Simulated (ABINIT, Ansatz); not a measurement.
Computed results, one entry a study.

```json
{"subject": "Cs2NaAlH6 (Fm-3m): G0W0 with ABINIT, start to end", "lattice_ang": [[-0.0, 4.313, 4.313], [4.313, -0.0, 4.313], [4.313, 4.313, -0.0]], "atoms": [["Cs", 0.25, 0.25, 0.25], ["Cs", 0.75, 0.75, 0.75], ["Na", 0.5, 0.5, 0.5], ["Al", 0.0, 0.0, 0.0], ["H", 0.2088, 0.7912, 0.7912], ["H", 0.2088, 0.7912, 0.2088], ["H", 0.7912, 0.2088, 0.7912], ["H", 0.7912, 0.7912, 0.2088], ["H", 0.2088, 0.2088, 0.7912], ["H", 0.7912, 0.2088, 0.2088]], "method": "RPA screening on LDA, plane waves, norm-conserving pseudopotentials (and 2 further levels or steps)", "program": "ABINIT 10.8.3", "settings": "cutoff 38 Ha, PseudoDojo scalar-relativistic 0.4.1 standard, norm-conserving, ngkpt (2, 2, 2), nband 278, ecuteps 6.5 Ha, inclvkb 2, shiftk (0, 0, 0), symchi 1, awtr 1, frequency ppm, 2×2×2 k-mesh", "cost": "5 runs, 14 min in all on 4 MPI ranks of Arm Neoverse N1, shared host", "notes": "The program’s warnings: nproc spkpt=  >= nkpt= * nsppol=. The cell and positions are those that the Materials Project relaxed with its own functionals (PBE, PBE+U or r2SCAN), kept fixed. Limits: no spin-orbit coupling. The 2×2×2 mesh is coarse for this cell, which bears on the long-range parts of exchange and screening.", "results": {"lda_gap": "1.76 eV, indirect", "g0w0_gap_on_the_mesh": "3.66 eV", "gw_settings": "2×2×2 mesh, 278 bands, screening to 176.9 eV, Godby-Needs plasmon pole", "known_limits": "short of the basis limit; no spin-orbit coupling; coarse k mesh"}}
```

[Long decimals in the printed logs are rounded to 6 places.]

[Logs are printed without paths, hosts, clocks, repeated set-up lines and the standing remarks that a program may print on its own settings, such as how far it seeks lower states.]

[Paths, hosts, dates, memory and timing lines, banners, echoed tables and standing remarks are left out of the program output; an Ansatz launch command may be rebuilt from the run's recorded settings. Measured values are a selection of at most five: reports struck by readers or far from the other reports are left out. None is set beside runs whose start may be inverted or whose files or cutoffs have a known fault.]

[Runs of the session that timed out or met a known fault of the program may be left out.]

[Hosts, paths, dates, database ids (printed as entryN), source tags and the programs' standing remarks are cut or masked in the printed files.]

[G0W0 gaps are taken among the corrected bands and points alone; a level outside them can change the order at an edge.]

[Where Ansatz stands beside ABINIT at settings called matched, ABINIT's density can come from a denser mesh and the files from another edition; pairs whose starting gaps differed by over 0.03 eV were left out, so agreement reads better than it is.]
